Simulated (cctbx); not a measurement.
# What is wrong with this refinement?

Cell a = 10.5750 Å, b = 5.3520 Å, c = 7.4270 Å, α = 90.00°, β = 99.75°, γ = 90.00°; space group C2/c (no. 15). The compound is P2Ir4Pt.

Simulated single-crystal data (cctbx): Mo Kα, λ = 0.71073 Å, to d = 0.65 Å, 95 % of the full sphere, strongest reflection 5000 counts, noise from counting, a 6 % proportional error and a noise floor of 2 counts (s.d.); no absorption, and some extinction, which the refinements don't model.

An anisotropic refinement with weights 1/σ² prints:

```text
Rint 0.050, 791 unique reflections to 0.65 A
cycle     R1     wR2    GooF  max shift (A)
   1  0.0858  0.2301   3.757   0.00181
   2  0.0833  0.2215   3.617   0.00000
final R1 0.0833 wR2 0.2215 GooF 3.617  parameters 23  data/parameter 34.4
atom        x        y        z      Ueq    occ   su(xyz)  su(Uiso or U11)
Pt1    0.00000  0.10903  0.75000   0.0066  1.000  0.00034  0.0007
Ir1    0.87982  0.73706  0.53474   0.0079  1.000  0.00025  0.0006
Ir2    0.64027  0.26842  0.59587   0.0050  1.000  0.00023  0.0006
difference map: max 58.61 min -4.57 rms 2.81
Q1    0.1608  0.4013  0.7782    8   63.12  2.27 A from Ir2
Q2    0.0000  0.1037  0.7500    4   16.58  0.03 A from Pt1
Q3    0.1346  0.2341  0.1077    8    7.61  0.12 A from Ir2
Q4    0.1181  0.2592  0.4315    8    7.21  0.25 A from Ir1
Q5    0.0934  0.4343  0.6834    8    4.26  1.92 A from Ir1
Q6    0.2241  0.4416  0.7010    8    4.06  2.05 A from Ir2
```

Q: Accept it or mend it, and why?

Mend it. The fault: an atom left out, P at (0.8391, 0.5999, 0.2219). Against the right model at the same level, R1 goes from 0.0244 to 0.0833 and GooF from 0.98 to 3.62 and the top difference peak, 63.1 e/Å³, lies 2.27 Å from Ir2. Q1 is the missing atom. With scattering power missing, scale and phases suffer, so peaks may also grow on the heavy atoms.

The compound is P2Ir4Pt. The right model at the same level gives:

```text
Rint 0.050, 791 unique reflections to 0.65 A
cycle     R1     wR2    GooF  max shift (A)
   1  0.0301  0.0752   1.234   0.00115
   2  0.0244  0.0598   0.982   0.00000
final R1 0.0244 wR2 0.0598 GooF 0.982  parameters 32  data/parameter 24.7
atom        x        y        z      Ueq    occ   su(xyz)  su(Uiso or U11)
Pt1    0.00000  0.10876  0.75000   0.0073  1.000  0.00009  0.0002
Ir1    0.87981  0.73731  0.53481   0.0091  1.000  0.00007  0.0002
Ir2    0.64025  0.26850  0.59600   0.0064  1.000  0.00006  0.0002
P1     0.83906  0.59974  0.22226   0.0150  1.000  0.00054  0.0011
difference map: max 3.08 min -4.29 rms 0.90
Q1    0.1254  0.1450  0.0348    8    3.18  0.65 A from Ir2
Q2    0.1821  0.4468  0.2666    8    2.90  0.86 A from P1
Q3    0.1445  0.1438  0.6516    8    2.88  1.51 A from Ir1
Q4    0.0788  0.3840  0.2671    8    2.72  1.44 A from P1
Q5    0.2184  0.4558  0.6955    8    2.66  0.98 A from P1
Q6    0.0931  0.4457  0.6968    8    2.62  0.89 A from P1
```

Isotropic U is held between 0.0001 and 1 Å² by the program, and listed peak heights are interpolated, so they can pass the grid's maximum.

The model is made up (kin elements in a known structure type, no relaxation), so it says nothing on whether the phase exists.

[Middle refinement cycles are left out of these outputs.]

[Logs are printed without paths, hosts, clocks, repeated set-up lines and the standing remarks that a program may print on its own settings, such as how far it seeks lower states.]
